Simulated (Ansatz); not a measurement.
# Random fcc alloy of Ir and Pd (108 atoms) under strain, part 2 of 3

Aim: relax random fcc alloy of Ir and Pd (108 atoms), then change its volume and shape to read moduli from the stress.

Ansatz 0.2.0; Kohn-Sham DFT, r2SCAN, PAW (set soft_2), plane waves.

The cell: 81 Pd and 27 Ir. The levels lack spin–orbit coupling.

So far. Step 2 (Single point at the start): The r.m.s. force at the start is 0.36 eV/Å. Step 3 (Cell and atoms relaxed): The relaxation converged after 5 steps, with a largest force component of 0.010 eV/Å.

## Step 5: Volume -3 %

The relaxed cell is scaled evenly and the atoms are relaxed again; the stress at the end gives one point of P(V).

input.yaml reads:

```yaml
crystal:
  lattice:
    - [11.54275, 0.00588, 0.00348]
    - [0.00588, 11.54817, 0.00243]
    - [0.00348, 0.00243, 11.54305]
  atoms:
    [... the 108 atom lines of step 4 ...]
kpoints:
  mp_grid: { grid: [2, 2, 2] }
hamiltonian:
  xc: r2scan
scf:
  occupations: { method: fermi_dirac, width: 0.1 }
output:
  forces: true
  eigenvalues: true
  stress: true
relax:
  f_tol: 0.05
  max_steps: 70
```

Run with:

```console
ansatz run input.yaml --threads 6 --pin off --max-ram 76800MiB --backend cuda --events-out ev --progress --plain --runs-dir out
```

Numbers of over 12 decimals in the logs are rounded to 6 here.

Log:

```text
Warning: output.stress: scf.convergence.dr2_threshold = 1e-7 eV (the SCF's general default) is looser than the 1.08e-8 eV advised for a printed stress (1e-10 eV for each atom of the cell: 108). What an SCF threshold leaves in a stress goes as its square root, and in the free energy as the threshold itself, and one threshold admits the most on a small cell: [...]
[...]
GPU FFT provider: cuFFT
GPU libraries: cuBLAS 13.8.2, cuFFT 12.4.0, cuSOLVER 12.3.4
Crystal: 108 atoms, lattice volume = 1538.661 Å³
Basis set: ecut = 500 eV, 39061 PW (Γ), exchange–correlation on 360×360×360 points (64 copies of the dense FFT grid, shifted against one another)
Bands: 1151, of which v1, the nominal top of the filled ones, is band 959 counted from 1 (958 counted from 0)
Symmetry: 1 space group operations
[...]
k-points: 8
[...]
GPU buffer pool allocated for 729000 grid points (all kernels)
[...]
SCF iter   1: F=—  HF=-888452.987081 eV  |F-HF|=—  |Δ(HF+E_count)|=         —  Δρ=1.82e-2  dr2=7.58e0  dr2_τ=1.70e0  ethr=1.77e-3  ⟨swp⟩=5.0  Hψ=31960  notcnv=0  defer=570
[...]
SCF iter  12: F=-888454.188763 eV  HF=-888454.188776 eV  |F-HF|=1.22e-5  |Δ(HF+E_count)|=   3.08e-6  Δρ=2.12e-5  dr2=1.64e-5  dr2_τ=1.00e-6  ethr=3.26e-9  ⟨swp⟩=7.0  Hψ=28270  notcnv=0
SCF 1 converged in 12 iterations: F = -888454.188763 eV  dr2 = 1.64e-5
[...]
relax step   1: F+E_penalty+E_count = -888454.18876333 eV  Δ(F+E_penalty+E_count) = +0.000e0 eV  max|allowed force component| = 2.160e-1 eV/Å  Δτ_max = 0.0000 Å  (12 SCF iters, dr2 threshold 6.25e-5 eV, accepted)
[...]
relax step   2: F+E_penalty+E_count = -888454.21089590 eV  Δ(F+E_penalty+E_count) = -2.213e-2 eV  max|allowed force component| = 1.373e-1 eV/Å  Δτ_max = 0.0215 Å  (11 SCF iters, dr2 threshold 2.92e-6 eV, accepted)
[...]
relax step   3: F+E_penalty+E_count = -888454.22377278 eV  Δ(F+E_penalty+E_count) = -1.288e-2 eV  max|allowed force component| = 9.249e-3 eV/Å  Δτ_max = 0.0085 Å  (13 SCF iters, accepted)
[...]
GPU FFT provider: cuFFT
GPU libraries: cuBLAS 13.8.2, cuFFT 12.4.0, cuSOLVER 12.3.4
GPU buffer pool allocated for 729000 grid points (all kernels)
[...]
SCF iter   2: F=-888454.223773 eV  HF=-888454.223773 eV  |F-HF|=1.49e-8  |Δ(HF+E_count)|=   3.03e-9  Δρ=7.26e-7  dr2=2.08e-8  dr2_τ=1.71e-9  ethr=1.84e-12  ⟨swp⟩=2.0  Hψ=16853  notcnv=0
SCF 4 converged in 2 iterations: F = -888454.223773 eV  dr2 = 2.08e-8
SCF converged after 2 iterations
Free energy (F): -888454.223773 eV
[...]
Internal energy: -888449.584661 eV  (E = F + TS)
E sigma→0 (E₀):  -888451.904217 eV
Entropy (-TS):   -4.639112 eV (-42.955 meV/atom)
Fermi energy:    21.823271 eV
[...]
--- Forces (eV/Å), atoms counted from 1 ---
  atom   1  Pd     0.00238172    -0.00437279    -0.00035412
  atom   2  Pd    -0.00072026    -0.00067269     0.00085231
  atom   3  Pd     0.00072262     0.00110676    -0.00344259
  atom   4  Pd     0.00224899    -0.00067140    -0.00511686
  atom   5  Pd     0.00064717     0.00295212     0.00023566
  atom   6  Pd     0.00140327     0.00200737     0.00073961
  atom   7  Pd     0.00071600    -0.00008109     0.00320510
  atom   8  Pd     0.00280065     0.00114479     0.00575386
  atom   9  Pd     0.00063588     0.00114612    -0.00060445
  atom  10  Pd    -0.00208018     0.00081837     0.00022099
  atom  11  Ir    -0.00244796    -0.00458040    -0.00202047
  atom  12  Ir    -0.00129255     0.00458372    -0.00006323
  atom  13  Pd    -0.00099265     0.00195581     0.00367388
  atom  14  Pd    -0.00155101    -0.00000549    -0.00012496
[...]
atom 107  Pd    -0.00313652     0.00217397     0.00106722
  atom 108  Pd    -0.00161989    -0.00231018    -0.00032332
  max |Σ_I F_I| component: 6.46e-5 eV/Å
--- Stress (GPa, compression-positive) ---
        7.429051      -0.044119      -0.009537
       -0.044119       7.360949      -0.039178
       -0.009537      -0.039179       7.420337
  P = ⅓ Tr σ = 7.4034 GPa (74.034 kbar)
--- Band table (eV; the first three rows and the last of 8) ---
[...]
--- Relaxed structure (3 steps of the walk, 3 accepted, 0 SCFs on fresh bases) ---
  F+E_penalty+E_count = -888454.22377278 eV   max|allowed force component| = 9.249e-3 eV/Å
  atoms:
    - { symbol: Pd, position: [0.999456, 0.999457, 0.000143089] }
    - { symbol: Pd, position: [0.998209, 0.168512, 0.167881] }
    - { symbol: Pd, position: [0.166498, 0.997760, 0.166545] }
    - { symbol: Pd, position: [0.167555, 0.165213, 0.000708432] }
[...]
- { symbol: Pd, position: [0.833353, 0.834458, 0.667396] }
```

Run time: 35 s. Hardware: 1 × NVIDIA H100 80GB HBM3 with 6 threads of AMD EPYC 7R13 (Zen 3), shared host; peak memory 2.6 GiB; 92 s of CPU time.

That memory is the host's; the program planned 39 GiB on the GPU.

The program notes that the SCF threshold is loose for the stress.

The relaxation converged after 3 steps, 0.0350 eV below its start, with a largest force component of 0.0092 eV/Å.

Volume -3 %: the energy stands 1.06 eV above that of the reference, at a pressure of 7.40 GPa.

## Step 6: Volume +3 %

The relaxed cell is scaled to another volume.

input.yaml, the sections that differ from step 5:

```yaml
crystal:
  lattice:
    - [11.776, 0.006, 0.00355]
    - [0.006, 11.78153, 0.00247]
    - [0.00355, 0.00247, 11.7763]
  atoms:
    [... the 108 atom lines of step 4 ...]
# kpoints, hamiltonian, scf, output, relax: as in step 5
```

Log:

```text
[...]
GPU FFT provider: cuFFT
GPU libraries: cuBLAS 13.8.2, cuFFT 12.4.0, cuSOLVER 12.3.4
Crystal: 108 atoms, lattice volume = 1633.835 Å³
Basis set: ecut = 500 eV, 41605 PW (Γ), exchange–correlation on 360×360×360 points (64 copies of the dense FFT grid, shifted against one another)
Bands: 1151, of which v1, the nominal top of the filled ones, is band 959 counted from 1 (958 counted from 0)
Symmetry: 1 space group operations
[...]
k-points: 8
[...]
GPU buffer pool allocated for 729000 grid points (all kernels)
[...]
SCF iter   1: F=—  HF=-888452.994164 eV  |F-HF|=—  |Δ(HF+E_count)|=         —  Δρ=1.82e-2  dr2=8.38e0  dr2_τ=1.49e0  ethr=1.77e-3  ⟨swp⟩=5.0  Hψ=30916  notcnv=0  defer=833
[...]
SCF iter  11: F=—  HF=-888454.321833 eV  |F-HF|=—  |Δ(HF+E_count)|=   2.05e-5  Δρ=5.38e-5  dr2=1.23e-4  dr2_τ=9.01e-6  ethr=1.16e-8  ⟨swp⟩=1.0  Hψ=8289  notcnv=0  defer=919
SCF iter  12: F=-888454.321832 eV  HF=-888454.321842 eV  |F-HF|=9.82e-6  |Δ(HF+E_count)|=   9.12e-6  Δρ=2.81e-5  dr2=2.07e-5  dr2_τ=1.71e-6  ethr=3.26e-9  ⟨swp⟩=7.4  Hψ=26757  notcnv=0
SCF 1 converged in 12 iterations: F = -888454.321832 eV  dr2 = 2.07e-5
[...]
relax step   1: F+E_penalty+E_count = -888454.32183193 eV  Δ(F+E_penalty+E_count) = +0.000e0 eV  max|allowed force component| = 1.869e-1 eV/Å  Δτ_max = 0.0000 Å  (12 SCF iters, dr2 threshold 6.25e-5 eV, accepted)
[...]
relax step   2: F+E_penalty+E_count = -888454.34359299 eV  Δ(F+E_penalty+E_count) = -2.176e-2 eV  max|allowed force component| = 1.565e-1 eV/Å  Δτ_max = 0.0273 Å  (14 SCF iters, accepted)
[...]
relax step   3: F+E_penalty+E_count = -888454.35842955 eV  Δ(F+E_penalty+E_count) = -1.484e-2 eV  max|allowed force component| = 1.115e-2 eV/Å  Δτ_max = 0.0107 Å  (13 SCF iters, accepted)
[...]
GPU FFT provider: cuFFT
GPU libraries: cuBLAS 13.8.2, cuFFT 12.4.0, cuSOLVER 12.3.4
GPU buffer pool allocated for 729000 grid points (all kernels)
[...]
SCF iter   2: F=-888454.358430 eV  HF=-888454.358430 eV  |F-HF|=2.71e-8  |Δ(HF+E_count)|=   6.75e-9  Δρ=9.41e-7  dr2=3.87e-8  dr2_τ=2.67e-9  ethr=3.09e-12  ⟨swp⟩=2.0  Hψ=16920  notcnv=0
SCF 4 converged in 2 iterations: F = -888454.358430 eV  dr2 = 3.87e-8
SCF converged after 2 iterations
Free energy (F): -888454.358430 eV
[...]
Internal energy: -888449.352516 eV  (E = F + TS)
E sigma→0 (E₀):  -888451.855473 eV
Entropy (-TS):   -5.005913 eV (-46.351 meV/atom)
Fermi energy:    20.143790 eV
[...]
Σ components = -888454.358430   (vs F -888454.358430, Δ=0.00e0)
--- Forces (eV/Å), atoms counted from 1 ---
  atom   1  Pd    -0.00240709     0.00315390     0.00105192
  atom   2  Pd     0.00110981     0.00166494    -0.00025755
  atom   3  Pd     0.00033156    -0.00037957     0.00326201
  atom   4  Pd    -0.00203536    -0.00028454     0.00341562
[...]
atom 108  Pd     0.00203565     0.00206038    -0.00021856
  max |Σ_I F_I| component: 3.07e-5 eV/Å
--- Stress (GPa, compression-positive) ---
       -6.069171       0.029395       0.008252
        0.029395      -6.001476       0.032363
        0.008252       0.032363      -6.064871
  P = ⅓ Tr σ = -6.0452 GPa (-60.452 kbar)
--- Band table (eV; the first three rows and the last of 8) ---
[...]
--- Relaxed structure (3 steps of the walk, 3 accepted, 0 SCFs on fresh bases) ---
  F+E_penalty+E_count = -888454.35842955 eV   max|allowed force component| = 1.115e-2 eV/Å
  atoms:
    - { symbol: Pd, position: [0.998954, 0.998899, 0.000302942] }
    - { symbol: Pd, position: [0.997102, 0.169427, 0.168536] }
    - { symbol: Pd, position: [0.166529, 0.996790, 0.166437] }
    - { symbol: Pd, position: [0.167932, 0.164119, 0.000786209] }
[...]
- { symbol: Pd, position: [0.833386, 0.834687, 0.667452] }
```

Run time: 39 s. Hardware: 1 × NVIDIA H100 80GB HBM3 with 6 threads; peak memory 2.6 GiB.

That memory is the host's; the program planned 40.9 GiB on the GPU.

The relaxation converged after 3 steps, 0.0366 eV below its start, with a largest force component of 0.011 eV/Å.

Volume +3 %: the energy stands 0.927 eV above that of the reference, at a pressure of -6.05 GPa.

## Step 7: Volume -6 %

The relaxed cell is scaled to another volume.

Input and log are left out; they have the form of those shown for this kind of step.

Run time: 37 s. Hardware: 1 × NVIDIA H100 80GB HBM3 with 6 threads of AMD EPYC 7R13 (Zen 3), shared host; peak memory 2.6 GiB; 1.7 min of CPU time.

That memory is the host's; the program planned 38.1 GiB on the GPU.

The relaxation converged after 4 steps, 0.139 eV below its start, with a largest force component of 0.019 eV/Å.

Volume -6 %: the energy stands 4.56 eV above that of the reference, at a pressure of 16.4 GPa.

## Step 8: Volume +6 %

The relaxed cell is scaled to another volume.

Input and log are left out; they have the form of those shown for this kind of step.

It took 43 s on 1 × NVIDIA H100 80GB HBM3 with 6 threads of AMD EPYC 7R13 (Zen 3), shared host; peak memory 2.6 GiB; 1.9 min of CPU time.

That memory is the host's; the program planned 41.8 GiB on the GPU.

The relaxation converged after 4 steps, 0.150 eV below its start, with a largest force component of 0.023 eV/Å.

Volume +6 %: the energy stands 3.48 eV above that of the reference, at a pressure of -11.0 GPa.

## Step 9: Volume -10 %

The relaxed cell is scaled to another volume.

Input and log are left out; they have the form of those shown for this kind of step.

Elapsed: 37 s, on 1 × NVIDIA H100 80GB HBM3 with 6 threads of AMD EPYC 7R13 (Zen 3), shared host; peak memory 2.6 GiB.

That memory is the host's; the program planned 36.8 GiB on the GPU.

The relaxation converged after 4 steps, 0.382 eV below its start, with a largest force component of 0.031 eV/Å.

Volume -10 %: the energy stands 13.9 eV above that of the reference, at a pressure of 31.5 GPa.

## Step 10: Stretched by 1 % along x

The relaxed cell is strained along x alone, which gives the stiffness along x and its coupling to y and z.

input.yaml, the sections that differ from step 6:

```yaml
crystal:
  lattice:
    - [11.77715, 0.00594, 0.00352]
    - [0.006, 11.66602, 0.00245]
    - [0.00356, 0.00245, 11.66084]
  atoms:
    [... the 108 atom lines of step 4 ...]
# kpoints, hamiltonian, scf, output, relax: as in step 6
```

Log:

```text
[...]
GPU FFT provider: cuFFT
GPU libraries: cuBLAS 13.8.2, cuFFT 12.4.0, cuSOLVER 12.3.4
Crystal: 108 atoms, lattice volume = 1602.111 Å³
Basis set: ecut = 500 eV, 40647 PW (Γ), exchange–correlation on 360×360×360 points (64 copies of the dense FFT grid, shifted against one another)
Bands: 1151, of which v1, the nominal top of the filled ones, is band 959 counted from 1 (958 counted from 0)
Symmetry: 1 space group operations
[...]
k-points: 8
[...]
GPU buffer pool allocated for 729000 grid points (all kernels)
[...]
SCF iter   1: F=—  HF=-888453.852544 eV  |F-HF|=—  |Δ(HF+E_count)|=         —  Δρ=1.82e-2  dr2=8.13e0  dr2_τ=1.56e0  ethr=1.77e-3  ⟨swp⟩=5.0  Hψ=31367  notcnv=0  defer=726
[...]
SCF iter  12: F=-888455.136573 eV  HF=-888455.136584 eV  |F-HF|=1.05e-5  |Δ(HF+E_count)|=   7.50e-6  Δρ=2.64e-5  dr2=1.95e-5  dr2_τ=1.54e-6  ethr=3.26e-9  ⟨swp⟩=7.0  Hψ=27205  notcnv=0
SCF 1 converged in 12 iterations: F = -888455.136573 eV  dr2 = 1.95e-5
[...]
relax step   1: F+E_penalty+E_count = -888455.13657316 eV  Δ(F+E_penalty+E_count) = +0.000e0 eV  max|allowed force component| = 9.892e-2 eV/Å  Δτ_max = 0.0000 Å  (12 SCF iters, dr2 threshold 6.25e-5 eV, accepted)
[...]
GPU FFT provider: cuFFT
GPU libraries: cuBLAS 13.8.2, cuFFT 12.4.0, cuSOLVER 12.3.4
[...]
GPU buffer pool allocated for 729000 grid points (all kernels)
[...]
SCF iter  14: F=-888455.140571 eV  HF=-888455.140571 eV  |F-HF|=9.31e-9  |Δ(HF+E_count)|=   2.56e-9  Δρ=6.01e-7  dr2=1.50e-8  dr2_τ=5.47e-10  ethr=5.22e-12  ⟨swp⟩=7.2  Hψ=24926  notcnv=0
SCF 2 converged in 14 iterations: F = -888455.140571 eV  dr2 = 1.50e-8
relax step   2: F+E_penalty+E_count = -888455.14057131 eV  Δ(F+E_penalty+E_count) = -3.998e-3 eV  max|allowed force component| = 4.665e-2 eV/Å  Δτ_max = 0.0133 Å  (14 SCF iters, accepted)
[...]
GPU FFT provider: cuFFT
GPU libraries: cuBLAS 13.8.2, cuFFT 12.4.0, cuSOLVER 12.3.4
GPU buffer pool allocated for 729000 grid points (all kernels)
[...]
SCF iter   2: F=-888455.140571 eV  HF=-888455.140571 eV  |F-HF|=2.44e-9  |Δ(HF+E_count)|=   2.21e-9  Δρ=4.69e-7  dr2=6.01e-9  dr2_τ=4.89e-10  ethr=1.00e-12  ⟨swp⟩=2.0  Hψ=16583  notcnv=0
SCF 3 converged in 2 iterations: F = -888455.140571 eV  dr2 = 6.01e-9
SCF converged after 2 iterations
Free energy (F): -888455.140571 eV
[...]
Internal energy: -888450.270142 eV  (E = F + TS)
E sigma→0 (E₀):  -888452.705357 eV
Entropy (-TS):   -4.870429 eV (-45.097 meV/atom)
Fermi energy:    20.680931 eV
[...]
--- Forces (eV/Å), atoms counted from 1 ---
  atom   1  Pd    -0.00154490     0.01302706    -0.00268347
  atom   2  Pd     0.01130358    -0.00617422    -0.00529678
  atom   3  Pd     0.00221656     0.00287577     0.00632516
  atom   4  Pd    -0.00686171     0.00640437     0.00981430
  atom   5  Pd     0.00780505     0.00180868     0.00507157
  atom   6  Pd    -0.00072006    -0.00754873     0.00085976
  atom   7  Pd    -0.00839858    -0.00576111    -0.00908633
  atom   8  Pd    -0.00428116    -0.00202145    -0.01049473
  atom   9  Pd    -0.01073450    -0.00410045    -0.00330581
  atom  10  Pd    -0.00752497     0.00168323     0.00068630
  atom  11  Ir    -0.01050750    -0.00657979     0.00867139
  atom  12  Ir    -0.01090878     0.01083322    -0.00334207
  atom  13  Pd     0.00838216    -0.00074753    -0.01109626
  atom  14  Pd     0.02108822    -0.00047884     0.00174319
[...]
atom 107  Pd     0.00702777     0.00081442    -0.01412357
  atom 108  Pd     0.00577935     0.00264645     0.00072346
  max |Σ_I F_I| component: 6.22e-5 eV/Å
--- Stress (GPa, compression-positive) ---
       -2.835468       0.012483       0.009327
        0.012483      -1.728269       0.013234
        0.009327       0.013234      -1.741902
  P = ⅓ Tr σ = -2.1019 GPa (-21.019 kbar)
--- Band table (eV; the first three rows and the last of 8) ---
[...]
--- Relaxed structure (2 steps of the walk, 2 accepted, 0 SCFs on fresh bases) ---
  F+E_penalty+E_count = -888455.14057131 eV   max|allowed force component| = 4.665e-2 eV/Å
  atoms:
    - { symbol: Pd, position: [0.999105, 0.999110, 0.000365342] }
    - { symbol: Pd, position: [0.997217, 0.169130, 0.168385] }
    - { symbol: Pd, position: [0.166381, 0.997019, 0.166592] }
    - { symbol: Pd, position: [0.167811, 0.164597, 0.000881975] }
[...]
- { symbol: Pd, position: [0.833403, 0.834609, 0.667446] }
```

It took 27 s on 1 × NVIDIA H100 80GB HBM3 with 6 threads; peak memory 2.6 GiB; 74 s of CPU time.

That memory is the host's; the program planned 40.2 GiB on the GPU.

The relaxation converged after 2 steps, 0.00400 eV below its start, with a largest force component of 0.047 eV/Å.

Stretched by 1 % along x: the energy stands 0.145 eV above that of the reference, at a pressure of -2.10 GPa.

## Step 11: Compressed by 1 % along x

The relaxed cell is strained along x alone, which gives the stiffness along x and its coupling to y and z.

input.yaml, the sections that differ from step 10:

```yaml
crystal:
  lattice:
    - [11.54393, 0.00594, 0.00352]
    - [0.00588, 11.66602, 0.00245]
    - [0.00348, 0.00245, 11.66084]
  atoms:
    [... the 108 atom lines of step 4 ...]
# kpoints, hamiltonian, scf, output, relax: as in step 10
```

Log:

```text
[...]
GPU FFT provider: cuFFT
GPU libraries: cuBLAS 13.8.2, cuFFT 12.4.0, cuSOLVER 12.3.4
Crystal: 108 atoms, lattice volume = 1570.385 Å³
Basis set: ecut = 500 eV, 39857 PW (Γ), exchange–correlation on 360×360×360 points (64 copies of the dense FFT grid, shifted against one another)
Bands: 1151, of which v1, the nominal top of the filled ones, is band 959 counted from 1 (958 counted from 0)
Symmetry: 1 space group operations
[...]
k-points: 8
[...]
GPU buffer pool allocated for 729000 grid points (all kernels)
[...]
SCF iter   1: F=—  HF=-888453.890944 eV  |F-HF|=—  |Δ(HF+E_count)|=         —  Δρ=1.83e-2  dr2=7.93e0  dr2_τ=1.62e0  ethr=1.77e-3  ⟨swp⟩=5.0  Hψ=31806  notcnv=0  defer=616
[...]
SCF iter  12: F=-888455.127456 eV  HF=-888455.127467 eV  |F-HF|=1.11e-5  |Δ(HF+E_count)|=   5.30e-6  Δρ=2.35e-5  dr2=1.72e-5  dr2_τ=1.14e-6  ethr=3.26e-9  ⟨swp⟩=7.4  Hψ=26043  notcnv=0
SCF 1 converged in 12 iterations: F = -888455.127456 eV  dr2 = 1.72e-5
[...]
relax step   1: F+E_penalty+E_count = -888455.12745576 eV  Δ(F+E_penalty+E_count) = +0.000e0 eV  max|allowed force component| = 1.183e-1 eV/Å  Δτ_max = 0.0000 Å  (12 SCF iters, dr2 threshold 6.25e-5 eV, accepted)
[...]
relax step   2: F+E_penalty+E_count = -888455.13172974 eV  Δ(F+E_penalty+E_count) = -4.274e-3 eV  max|allowed force component| = 5.821e-2 eV/Å  Δτ_max = 0.0146 Å  (13 SCF iters, accepted)
[...]
relax step   3: F+E_penalty+E_count = -888455.13343525 eV  Δ(F+E_penalty+E_count) = -1.706e-3 eV  max|allowed force component| = 4.539e-3 eV/Å  Δτ_max = 0.0044 Å  (12 SCF iters, accepted)
[...]
GPU FFT provider: cuFFT
GPU libraries: cuBLAS 13.8.2, cuFFT 12.4.0, cuSOLVER 12.3.4
GPU buffer pool allocated for 729000 grid points (all kernels)
[...]
SCF iter   2: F=-888455.133435 eV  HF=-888455.133435 eV  |F-HF|=7.33e-9  |Δ(HF+E_count)|=   1.16e-9  Δρ=4.84e-7  dr2=9.73e-9  dr2_τ=8.46e-10  ethr=1.00e-12  ⟨swp⟩=2.0  Hψ=16649  notcnv=0
SCF 4 converged in 2 iterations: F = -888455.133435 eV  dr2 = 9.73e-9
SCF converged after 2 iterations
Free energy (F): -888455.133435 eV
[...]
Internal energy: -888450.364428 eV  (E = F + TS)
E sigma→0 (E₀):  -888452.748932 eV
Entropy (-TS):   -4.769007 eV (-44.157 meV/atom)
Fermi energy:    21.239505 eV
[...]
--- Forces (eV/Å), atoms counted from 1 ---
  atom   1  Pd     0.00067935    -0.00140265     0.00064954
  atom   2  Pd    -0.00014071     0.00024260     0.00029664
  atom   3  Pd     0.00035962     0.00078361    -0.00110453
  atom   4  Pd     0.00173222    -0.00113367    -0.00250685
  atom   5  Pd    -0.00016024     0.00128533    -0.00048484
  atom   6  Pd     0.00019619     0.00003655    -0.00012615
  atom   7  Pd     0.00001945     0.00019211     0.00153797
  atom   8  Pd     0.00227250    -0.00013620     0.00239123
  atom   9  Pd    -0.00068824     0.00000971     0.00013363
  atom  10  Pd    -0.00075429     0.00047245     0.00047732
  atom  11  Ir    -0.00045362     0.00003399    -0.00181191
  atom  12  Ir    -0.00071945    -0.00103140     0.00075017
  atom  13  Pd    -0.00013171     0.00018616     0.00257790
  atom  14  Pd    -0.00004802     0.00002011    -0.00033485
[...]
atom 107  Pd    -0.00005609     0.00025792     0.00182047
  atom 108  Pd    -0.00146668    -0.00049374    -0.00001855
  max |Σ_I F_I| component: 5.22e-5 eV/Å
--- Stress (GPa, compression-positive) ---
        3.098194      -0.024540      -0.009208
       -0.024540       1.940620      -0.016339
       -0.009208      -0.016339       1.942255
  P = ⅓ Tr σ = 2.3270 GPa (23.270 kbar)
--- Band table (eV; the first three rows and the last of 8) ---
[...]
--- Relaxed structure (3 steps of the walk, 3 accepted, 0 SCFs on fresh bases) ---
  F+E_penalty+E_count = -888455.13343525 eV   max|allowed force component| = 4.539e-3 eV/Å
  atoms:
    - { symbol: Pd, position: [0.999288, 0.999206, 0.000134217] }
    - { symbol: Pd, position: [0.998040, 0.168790, 0.168048] }
    - { symbol: Pd, position: [0.166625, 0.997531, 0.166395] }
    - { symbol: Pd, position: [0.167706, 0.164749, 0.000557911] }
[...]
- { symbol: Pd, position: [0.833248, 0.834514, 0.667407] }
```

Run time: 36 s. Hardware: 1 × NVIDIA H100 80GB HBM3 with 6 threads; peak memory 2.6 GiB.

That memory is the host's; the program planned 39.6 GiB on the GPU.

The relaxation converged after 3 steps, 0.00598 eV below its start, with a largest force component of 0.0045 eV/Å.

Compressed by 1 % along x: the energy stands 0.152 eV above that of the reference, at a pressure of 2.33 GPa.

[end of part 2 of 3]

[Logs are printed without paths, hosts, clocks, repeated set-up lines and the standing remarks that a program may print on its own settings, such as how far it seeks lower states.]

[Hosts, paths, dates, database ids (printed as entryN), source tags and the programs' standing remarks are cut or masked in the printed files.]
